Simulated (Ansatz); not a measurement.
# Resistivity from frozen vibrations: Zr(0001) with 2 thermally displaced layers, 2x2, part 2 of 2

How much do lattice vibrations at 180 K scatter the electrons of Zr? Layers with random displacements are laid between perfect leads, and the resistance is followed against their length.

Ansatz 0.2.0; Ansatz plane-wave DFT, PBE, PAW files; ballistic transport by layer matching (Landauer), zero bias; PAW set soft_1.

So far, open channels per spin nearest the Fermi level: step 2 (with 2 displaced layers) 2.62.

## 3. With 6 displaced layers

Each atom of 6 layers is moved at random, by amounts drawn from a normal law 0.0603 Å wide in each direction from the Debye model (291 K) at 180 K. A fresh draw is used; the growth of the resistance with length is what counts.

System of this step: Zr(0001) with 6 thermally displaced layers, 2x2. The cell holds 64 atoms: 64 Zr. Cell: a = 6.464 Å, b = 6.464 Å, c = 41.176 Å, α = 90.0°, β = 90.0°, γ = 120.0°. It derives from Zr. Regions: lead, 40 atoms (40 Zr); scattering region, 24 atoms (24 Zr). The structure is stacked along c, and the current runs across the ab planes.

File input.yaml:

```yaml
crystal:
  lattice:
    - [6.464, 0.0, 0.0]
    - [-3.232, 5.5979882101, 0.0]
    - [0.0, 0.0, 41.176]
  atoms:
    - { symbol: Zr, position: [0.1666666667, 0.3333333333, 0.03125] }
    - { symbol: Zr, position: [0.1666666667, 0.8333333333, 0.03125] }
    - { symbol: Zr, position: [0.6666666667, 0.3333333333, 0.03125] }
    - { symbol: Zr, position: [0.6666666667, 0.8333333333, 0.03125] }
    - { symbol: Zr, position: [0.3333333333, 0.1666666667, 0.09375] }
    - { symbol: Zr, position: [0.3333333333, 0.6666666667, 0.09375] }
    - { symbol: Zr, position: [0.8333333333, 0.1666666667, 0.09375] }
    - { symbol: Zr, position: [0.8333333333, 0.6666666667, 0.09375] }
    - { symbol: Zr, position: [0.1666666667, 0.3333333333, 0.15625] }
    - { symbol: Zr, position: [0.1666666667, 0.8333333333, 0.15625] }
    - { symbol: Zr, position: [0.6666666667, 0.3333333333, 0.15625] }
    - { symbol: Zr, position: [0.6666666667, 0.8333333333, 0.15625] }
    - { symbol: Zr, position: [0.3333333333, 0.1666666667, 0.21875] }
    - { symbol: Zr, position: [0.3333333333, 0.6666666667, 0.21875] }
    - { symbol: Zr, position: [0.8333333333, 0.1666666667, 0.21875] }
    - { symbol: Zr, position: [0.8333333333, 0.6666666667, 0.21875] }
    - { symbol: Zr, position: [0.1666666667, 0.3333333333, 0.28125] }
    - { symbol: Zr, position: [0.1666666667, 0.8333333333, 0.28125] }
    - { symbol: Zr, position: [0.6666666667, 0.3333333333, 0.28125] }
    - { symbol: Zr, position: [0.6666666667, 0.8333333333, 0.28125] }
    - { symbol: Zr, position: [0.3422614493, 0.1676786247, 0.3426619566] }
    - { symbol: Zr, position: [0.3222775177, 0.6617396587, 0.3440722355] }
    - { symbol: Zr, position: [0.8227958924, 0.1644150792, 0.3435169887] }
    - { symbol: Zr, position: [0.8395303951, 0.6689772796, 0.3442700556] }
    - { symbol: Zr, position: [0.1598740979, 0.3319381588, 0.4073972766] }
    - { symbol: Zr, position: [0.1738120563, 0.8197806223, 0.4084654894] }
    - { symbol: Zr, position: [0.6834179575, 0.3417434497, 0.4066370067] }
    - { symbol: Zr, position: [0.6715874248, 0.8490276181, 0.4091186593] }
    - { symbol: Zr, position: [0.3572061057, 0.180822579, 0.4692729936] }
    - { symbol: Zr, position: [0.3220454308, 0.6666187219, 0.4697106912] }
    - { symbol: Zr, position: [0.8234498123, 0.1709198012, 0.4693790663] }
    - { symbol: Zr, position: [0.8334488504, 0.6539206989, 0.4677816586] }
    - { symbol: Zr, position: [0.156302289, 0.3207414651, 0.5337954063] }
    - { symbol: Zr, position: [0.163814325, 0.8368743963, 0.5308716027] }
    - { symbol: Zr, position: [0.6885340305, 0.347545835, 0.5321768538] }
    - { symbol: Zr, position: [0.6464055997, 0.8338933786, 0.5322505124] }
    - { symbol: Zr, position: [0.3393666422, 0.1600154516, 0.5964163475] }
    - { symbol: Zr, position: [0.3174639156, 0.6595459109, 0.5951183604] }
    - { symbol: Zr, position: [0.8445675998, 0.1882206266, 0.5940258806] }
    - { symbol: Zr, position: [0.8253986403, 0.6626025342, 0.5921532071] }
    - { symbol: Zr, position: [0.1581490563, 0.3401191475, 0.6571004832] }
    - { symbol: Zr, position: [0.1746731994, 0.8252106789, 0.6587218547] }
    - { symbol: Zr, position: [0.6724611887, 0.3502804262, 0.6556166574] }
    - { symbol: Zr, position: [0.661154859, 0.8360220488, 0.6577594375] }
    - { symbol: Zr, position: [0.3333333333, 0.1666666667, 0.71875] }
    - { symbol: Zr, position: [0.3333333333, 0.6666666667, 0.71875] }
    - { symbol: Zr, position: [0.8333333333, 0.1666666667, 0.71875] }
    - { symbol: Zr, position: [0.8333333333, 0.6666666667, 0.71875] }
    - { symbol: Zr, position: [0.1666666667, 0.3333333333, 0.78125] }
    - { symbol: Zr, position: [0.1666666667, 0.8333333333, 0.78125] }
    - { symbol: Zr, position: [0.6666666667, 0.3333333333, 0.78125] }
    - { symbol: Zr, position: [0.6666666667, 0.8333333333, 0.78125] }
    - { symbol: Zr, position: [0.3333333333, 0.1666666667, 0.84375] }
    - { symbol: Zr, position: [0.3333333333, 0.6666666667, 0.84375] }
    - { symbol: Zr, position: [0.8333333333, 0.1666666667, 0.84375] }
    - { symbol: Zr, position: [0.8333333333, 0.6666666667, 0.84375] }
    - { symbol: Zr, position: [0.1666666667, 0.3333333333, 0.90625] }
    - { symbol: Zr, position: [0.1666666667, 0.8333333333, 0.90625] }
    - { symbol: Zr, position: [0.6666666667, 0.3333333333, 0.90625] }
    - { symbol: Zr, position: [0.6666666667, 0.8333333333, 0.90625] }
    - { symbol: Zr, position: [0.3333333333, 0.1666666667, 0.96875] }
    - { symbol: Zr, position: [0.3333333333, 0.6666666667, 0.96875] }
    - { symbol: Zr, position: [0.8333333333, 0.1666666667, 0.96875] }
    - { symbol: Zr, position: [0.8333333333, 0.6666666667, 0.96875] }
kpoints:
  mp_grid: { grid: [4, 4, 1] }
hamiltonian:
  xc: pbe
  pseudopotentials: { kind: paw, azcp: { folder: soft_1 } }
scf:
  occupations: { method: fermi_dirac, width: 0.1 }
output:
  transmission: { leads: [[0, 8]], kmesh: [8, 8], e_range: [-0.05, 0.05], de: 0.05 }
  write_potential: true
  write_density: true
  volumetric_format: npy
```

Launch:

```sh
$ ansatz run input.yaml --threads 4 --pin off --max-ram 15360MiB --backend cpu --events-out ev --progress --plain --runs-dir out
```

Numbers of over 12 decimals in the logs are rounded to 6 here.

The program printed:

```text
[...]
Crystal: 64 atoms, lattice volume = 1489.970 Å³
Basis set: ecut = 420 eV, 29117 PW (Γ)
Bands: 461, of which v1, the nominal top of the filled ones, is band 384 counted from 1 (383 counted from 0)
Symmetry: 1 space group operations
[...]
k-points: 10 of 16 (time reversal used)
[...]
SCF iter   1: F=—  HF=-267773.130172 eV  |F-HF|=—  |Δ(HF+E_count)|=         —  Δρ=2.90e-2  dr2=2.44e1  ethr=3.10e-3  ⟨swp⟩=6.4  Hψ=18086  notcnv=0
[...]
SCF iter  10: F=-267767.427071 eV  HF=-267767.427071 eV  |F-HF|=7.28e-8  |Δ(HF+E_count)|=   5.53e-9  Δρ=9.26e-7  dr2=7.90e-8  ethr=1.30e-11  ⟨swp⟩=9.2  Hψ=10900  notcnv=0
SCF 1 converged in 10 iterations: F = -267767.427071 eV  dr2 = 7.90e-8
[...]
transmission: 224 of 2210 steps passed
transmission: 444 of 2210 steps passed
[...]
transmission: 2210 of 2210 steps passed
SCF converged after 10 iterations
Free energy (F): -267767.427071 eV
[...]
Internal energy: -267765.157351 eV  (E = F + TS)
E sigma→0 (E₀):  -267766.292211 eV
Entropy (-TS):   -2.269721 eV (-35.464 meV/atom)
Fermi energy:    13.953249 eV
[...]
--- Band table (eV; the first three rows and the last of 10) ---
  k-point 0: bands = [... 380 lower, 14.5783, 14.5934, 14.5979, 14.6023, 14.6071, 14.6229, 14.6253, 14.6337, ... 73 higher]
  k-point 1: bands = [... 380 lower, 14.1313, 14.1508, 14.1676, 14.1807, 14.1919, 14.2112, 14.2299, 14.2390, ... 73 higher]
  k-point 2: bands = [... 380 lower, 13.5966, 13.6122, 13.6409, 13.6699, 13.7636, 13.7834, 13.8040, 13.8168, ... 73 higher]
  k-point 9: bands = [... 380 lower, 13.5965, 13.6089, 13.6856, 13.7074, 13.7568, 13.7759, 13.7930, 13.8144, ... 73 higher]
--- Transmission ---
  basis      : 313 plane waves across, 65 finite elements along
  points     : 34, standing for a mesh of 8 x 8
[...]
channels       : 2.625000e0 a spin
[...]
slowest decay  : 0.0496 /Å at (0.0000, 0.0000)
  junction   : crystal 0 to crystal 0, 0.70 to 36.73 Å
    transmission   : 1.931259e0 a spin
[...]
```

It took 13 min on 4 threads of Intel Xeon Platinum 8488C (Sapphire Rapids), shared host; peak memory 12 GiB; 49 min of CPU time.

Numbers from this step:

```yaml
free_energy: -267767.4271 eV
energy_at_zero_smearing: -267766.2922 eV
fermi_energy: 13.95 eV
transmission_per_spin_nearest_the_fermi_level: 1.931
step_of_the_lead_s_potential: 4 meV
```

Per spin. The transmission, zone mean by energy, zero at the Fermi level:

| energy (eV) | transmission, zone mean |
| --- | --- |
| -0.0500 | 2.20 |
| 0.0000 | 1.93 |
| 0.0500 | 2.08 |

Over the solved energies the transmission per spin lies between 1.93 and 2.20, out of 2.76 channels of the lead on average (up to 2.84).

## 4. With 10 displaced layers

Each atom of 10 layers is moved at random, by amounts drawn from a normal law 0.0603 Å wide in each direction from the Debye model (291 K) at 180 K. A fresh draw is used; the growth of the resistance with length is what counts.

System of this step: Zr(0001) with 10 thermally displaced layers, 2x2. The cell holds 80 atoms: 80 Zr. Cell: a = 6.464 Å, b = 6.464 Å, c = 51.470 Å, α = 90.0°, β = 90.0°, γ = 120.0°. It derives from Zr. Regions: lead, 40 atoms (40 Zr); scattering region, 40 atoms (40 Zr). The structure is stacked along c, and the current runs across the ab planes.

File input.yaml:

```yaml
crystal:
  lattice:
    - [6.464, 0.0, 0.0]
    - [-3.232, 5.5979882101, 0.0]
    - [0.0, 0.0, 51.47]
  atoms:
    - { symbol: Zr, position: [0.1666666667, 0.3333333333, 0.025] }
    - { symbol: Zr, position: [0.1666666667, 0.8333333333, 0.025] }
    - { symbol: Zr, position: [0.6666666667, 0.3333333333, 0.025] }
    - { symbol: Zr, position: [0.6666666667, 0.8333333333, 0.025] }
    - { symbol: Zr, position: [0.3333333333, 0.1666666667, 0.075] }
    - { symbol: Zr, position: [0.3333333333, 0.6666666667, 0.075] }
    - { symbol: Zr, position: [0.8333333333, 0.1666666667, 0.075] }
    - { symbol: Zr, position: [0.8333333333, 0.6666666667, 0.075] }
    - { symbol: Zr, position: [0.1666666667, 0.3333333333, 0.125] }
    - { symbol: Zr, position: [0.1666666667, 0.8333333333, 0.125] }
    - { symbol: Zr, position: [0.6666666667, 0.3333333333, 0.125] }
    - { symbol: Zr, position: [0.6666666667, 0.8333333333, 0.125] }
    - { symbol: Zr, position: [0.3333333333, 0.1666666667, 0.175] }
    - { symbol: Zr, position: [0.3333333333, 0.6666666667, 0.175] }
    - { symbol: Zr, position: [0.8333333333, 0.1666666667, 0.175] }
    - { symbol: Zr, position: [0.8333333333, 0.6666666667, 0.175] }
    - { symbol: Zr, position: [0.1666666667, 0.3333333333, 0.225] }
    - { symbol: Zr, position: [0.1666666667, 0.8333333333, 0.225] }
    - { symbol: Zr, position: [0.6666666667, 0.3333333333, 0.225] }
    - { symbol: Zr, position: [0.6666666667, 0.8333333333, 0.225] }
    - { symbol: Zr, position: [0.3316829162, 0.1603639741, 0.2734297978] }
    - { symbol: Zr, position: [0.3229738456, 0.6720775966, 0.2761586838] }
    - { symbol: Zr, position: [0.8260194944, 0.1551020927, 0.2760220941] }
    - { symbol: Zr, position: [0.8175597489, 0.6589911283, 0.2757270424] }
    - { symbol: Zr, position: [0.1477703418, 0.3374922555, 0.3243190573] }
    - { symbol: Zr, position: [0.167277941, 0.8325184743, 0.3252366208] }
    - { symbol: Zr, position: [0.6690561431, 0.3251701632, 0.3266635821] }
    - { symbol: Zr, position: [0.6779763159, 0.8424153586, 0.3263637378] }
    - { symbol: Zr, position: [0.3452180951, 0.1757524165, 0.3750884995] }
    - { symbol: Zr, position: [0.3193061469, 0.6652130273, 0.3740991084] }
    - { symbol: Zr, position: [0.8214615598, 0.1694486791, 0.3743343838] }
    - { symbol: Zr, position: [0.8181200246, 0.6554396956, 0.3753142431] }
    - { symbol: Zr, position: [0.177127736, 0.3475684017, 0.4249837097] }
    - { symbol: Zr, position: [0.1839257445, 0.8484274563, 0.42634653] }
    - { symbol: Zr, position: [0.6512301743, 0.3465590114, 0.4253976023] }
    - { symbol: Zr, position: [0.6726150226, 0.8373292635, 0.4254481042] }
    - { symbol: Zr, position: [0.3343792185, 0.1628032869, 0.4727737041] }
    - { symbol: Zr, position: [0.3279923055, 0.6580152143, 0.4762645765] }
    - { symbol: Zr, position: [0.8310907245, 0.167565204, 0.4740053433] }
    - { symbol: Zr, position: [0.828511246, 0.6665425236, 0.4732610311] }
    - { symbol: Zr, position: [0.168898763, 0.3321915607, 0.5236118457] }
    - { symbol: Zr, position: [0.147071645, 0.8388558793, 0.5246516103] }
    - { symbol: Zr, position: [0.660454939, 0.3307913406, 0.5271265975] }
    - { symbol: Zr, position: [0.666668612, 0.834265712, 0.5232590436] }
    - { symbol: Zr, position: [0.3536277736, 0.1765426018, 0.5762490895] }
    - { symbol: Zr, position: [0.3387112212, 0.6765336332, 0.5754342775] }
    - { symbol: Zr, position: [0.8382303634, 0.165028446, 0.5732744795] }
    - { symbol: Zr, position: [0.8325102474, 0.6458385619, 0.5747190996] }
    - { symbol: Zr, position: [0.1591473838, 0.3221078794, 0.6257177998] }
    - { symbol: Zr, position: [0.162447948, 0.8286308377, 0.6256085928] }
    - { symbol: Zr, position: [0.669699565, 0.3482844568, 0.625411458] }
    - { symbol: Zr, position: [0.6517808067, 0.8124050649, 0.623468978] }
    - { symbol: Zr, position: [0.3431924017, 0.1661219593, 0.6746685378] }
    - { symbol: Zr, position: [0.3417484186, 0.6528600981, 0.6743143546] }
    - { symbol: Zr, position: [0.8320835748, 0.1729780615, 0.6742231814] }
    - { symbol: Zr, position: [0.8189760637, 0.6493886733, 0.6758538691] }
    - { symbol: Zr, position: [0.1716176028, 0.328205565, 0.7251912265] }
    - { symbol: Zr, position: [0.1520773141, 0.828254688, 0.7266132045] }
    - { symbol: Zr, position: [0.680366442, 0.3582023238, 0.7240784122] }
    - { symbol: Zr, position: [0.6710238478, 0.8312288885, 0.7256624183] }
    - { symbol: Zr, position: [0.3333333333, 0.1666666667, 0.775] }
    - { symbol: Zr, position: [0.3333333333, 0.6666666667, 0.775] }
    - { symbol: Zr, position: [0.8333333333, 0.1666666667, 0.775] }
    - { symbol: Zr, position: [0.8333333333, 0.6666666667, 0.775] }
    - { symbol: Zr, position: [0.1666666667, 0.3333333333, 0.825] }
    - { symbol: Zr, position: [0.1666666667, 0.8333333333, 0.825] }
    - { symbol: Zr, position: [0.6666666667, 0.3333333333, 0.825] }
    - { symbol: Zr, position: [0.6666666667, 0.8333333333, 0.825] }
    - { symbol: Zr, position: [0.3333333333, 0.1666666667, 0.875] }
    - { symbol: Zr, position: [0.3333333333, 0.6666666667, 0.875] }
    - { symbol: Zr, position: [0.8333333333, 0.1666666667, 0.875] }
    - { symbol: Zr, position: [0.8333333333, 0.6666666667, 0.875] }
    - { symbol: Zr, position: [0.1666666667, 0.3333333333, 0.925] }
    - { symbol: Zr, position: [0.1666666667, 0.8333333333, 0.925] }
    - { symbol: Zr, position: [0.6666666667, 0.3333333333, 0.925] }
    - { symbol: Zr, position: [0.6666666667, 0.8333333333, 0.925] }
    - { symbol: Zr, position: [0.3333333333, 0.1666666667, 0.975] }
    - { symbol: Zr, position: [0.3333333333, 0.6666666667, 0.975] }
    - { symbol: Zr, position: [0.8333333333, 0.1666666667, 0.975] }
    - { symbol: Zr, position: [0.8333333333, 0.6666666667, 0.975] }
kpoints:
  mp_grid: { grid: [4, 4, 1] }
hamiltonian:
  xc: pbe
  pseudopotentials: { kind: paw, azcp: { folder: soft_1 } }
scf:
  occupations: { method: fermi_dirac, width: 0.1 }
output:
  transmission: { leads: [[0, 8]], kmesh: [8, 8], e_range: [-0.05, 0.05], de: 0.05 }
  write_potential: true
  write_density: true
  volumetric_format: npy
```

The program printed:

```text
[...]
Crystal: 80 atoms, lattice volume = 1862.462 Å³
Basis set: ecut = 420 eV, 36449 PW (Γ)
Bands: 576, of which v1, the nominal top of the filled ones, is band 480 counted from 1 (479 counted from 0)
Symmetry: 1 space group operations
[...]
k-points: 10 of 16 (time reversal used)
[...]
SCF iter   1: F=—  HF=-334716.233888 eV  |F-HF|=—  |Δ(HF+E_count)|=         —  Δρ=2.92e-2  dr2=3.63e1  ethr=3.10e-3  ⟨swp⟩=6.5  Hψ=22697  notcnv=0
[...]
SCF iter  11: F=-334708.949087 eV  HF=-334708.949087 eV  |F-HF|=6.58e-9  |Δ(HF+E_count)|=   9.31e-9  Δρ=3.12e-7  dr2=8.01e-9  ethr=1.04e-11  ⟨swp⟩=7.5  Hψ=12268  notcnv=0
SCF 1 converged in 11 iterations: F = -334708.949087 eV  dr2 = 8.01e-9
[...]
transmission: 285 of 2788 steps passed
transmission: 558 of 2788 steps passed
[...]
transmission: 2788 of 2788 steps passed
SCF converged after 11 iterations
Free energy (F): -334708.949087 eV
[...]
Internal energy: -334706.107789 eV  (E = F + TS)
E sigma→0 (E₀):  -334707.528438 eV
Entropy (-TS):   -2.841298 eV (-35.516 meV/atom)
Fermi energy:    13.945847 eV
[...]
--- Band table (eV; the first three rows and the last of 10) ---
  k-point 0: bands = [... 476 lower, 14.5713, 14.5834, 14.5848, 14.5919, 14.5968, 14.6184, 14.6217, 14.6318, ... 92 higher]
  k-point 1: bands = [... 476 lower, 14.1549, 14.1738, 14.1855, 14.1918, 14.2044, 14.2113, 14.2180, 14.2292, ... 92 higher]
  k-point 2: bands = [... 476 lower, 13.6155, 13.6225, 13.6791, 13.6937, 13.7001, 13.7190, 13.7418, 13.7536, ... 92 higher]
  k-point 9: bands = [... 476 lower, 13.6404, 13.6687, 13.6941, 13.7063, 13.7107, 13.7253, 13.7331, 13.7719, ... 92 higher]
--- Transmission ---
  basis      : 313 plane waves across, 82 finite elements along
  points     : 34, standing for a mesh of 8 x 8
[...]
channels       : 2.625000e0 a spin
[...]
slowest decay  : 0.0508 /Å at (0.0000, 0.0000)
  junction   : crystal 0 to crystal 0, 0.70 to 47.02 Å
    transmission   : 1.756279e0 a spin
[...]
```

Run time: 17 min. Hardware: 4 threads; peak memory 8.7 GiB; 61 min of CPU time.

Numbers from this step:

| Quantity | Value |
| --- | --- |
| free energy | -334708.9491 eV |
| energy at zero smearing | -334707.5284 eV |
| transmission per spin nearest the Fermi level | 1.756 |
| step of the lead's potential | 8.9 meV |

Per spin. Transmission, zone mean against energy, zero at the Fermi level:

| energy (eV) | transmission, zone mean |
| --- | --- |
| -0.0500 | 1.91 |
| 0.0000 | 1.76 |
| 0.0500 | 1.78 |

Over the solved energies the transmission per spin lies between 1.76 and 1.91, out of 2.76 channels of the lead on average (up to 2.84).

## 5. Resistance against length

This step: Ansatz plane-wave DFT, PBE, PAW files; ballistic transport by layer matching (Landauer), zero bias; resistivity from the slope of the area resistance; PAW set soft_1 (Ansatz 0.2.0).

Numbers from this step:

| Quantity | Value |
| --- | --- |
| resistivity | 35.25 µΩ cm |
| intercept | -0.009028 fΩ m² |
| scatter about the fit | 0.02214 fΩ m² |

Resistance, by row:

| run | length (Å) | T | channels N | RA (fΩ m²) |
| --- | --- | --- | --- | --- |
| n2 | 5.147 | 2.526 | 2.76 | 0.1567 |
| n6 | 15.44 | 2.068 | 2.76 | 0.5665 |
| n10 | 25.73 | 1.814 | 2.76 | 0.8824 |

Area resistance against length of the displaced region:

| length of the displaced region (Å) | area resistance (fΩ m²) |
| --- | --- |
| 5.15 | 0.157 |
| 15.44 | 0.567 |
| 25.73 | 0.882 |

The area resistance goes from 0.16 to 0.88 fΩ m² between 5.1 and 25.7 Å, a slope of 35 µΩ cm.

By hand from the end points: (0.8824 − 0.1567) fΩ m² / (25.73 − 5.15) Å = 35 µΩ cm, since 1 fΩ m² per Å is 1000 µΩ cm.

## 6. What came out

| Item | Value |
| --- | --- |
| resistivity from the slope | 35.2 µΩ cm |
| area resistance over 5.15 Å | 0.157 fΩ m² |
| area resistance over 15.4 Å | 0.567 fΩ m² |
| area resistance over 25.7 Å | 0.882 fΩ m² |

In words: The slope gives 35 µΩ cm. The points scatter by 0.022 fΩ m² about the line, with one random draw a length in a 2x2 cell, so the slope is a rough value. The mean square of the displacements drawn is 0.73, 0.99 and 0.93 of the nominal one at the three lengths; with each resistance scaled back by that, the slope is 36 µΩ cm, the value used below. Read with a model of isotropic scattering on a spherical Fermi surface and the lead's 0.59×10¹⁵ S/m², this slope means a mean free path near 38 Å; over these lengths the model's slope is 1.07 times its bulk resistivity, which would be 34 µΩ cm. Uncorrelated displacements put too much weight on short waves, which scatter strongly; with the sideways repeat of a small cell, one draw and three short lengths, the method is good to a factor of two or three.

[Logs are printed without paths, hosts, clocks, repeated set-up lines and the standing remarks that a program may print on its own settings, such as how far it seeks lower states.]

[Hosts, paths, dates, database ids (printed as entryN), source tags and the programs' standing remarks are cut or masked in the printed files.]
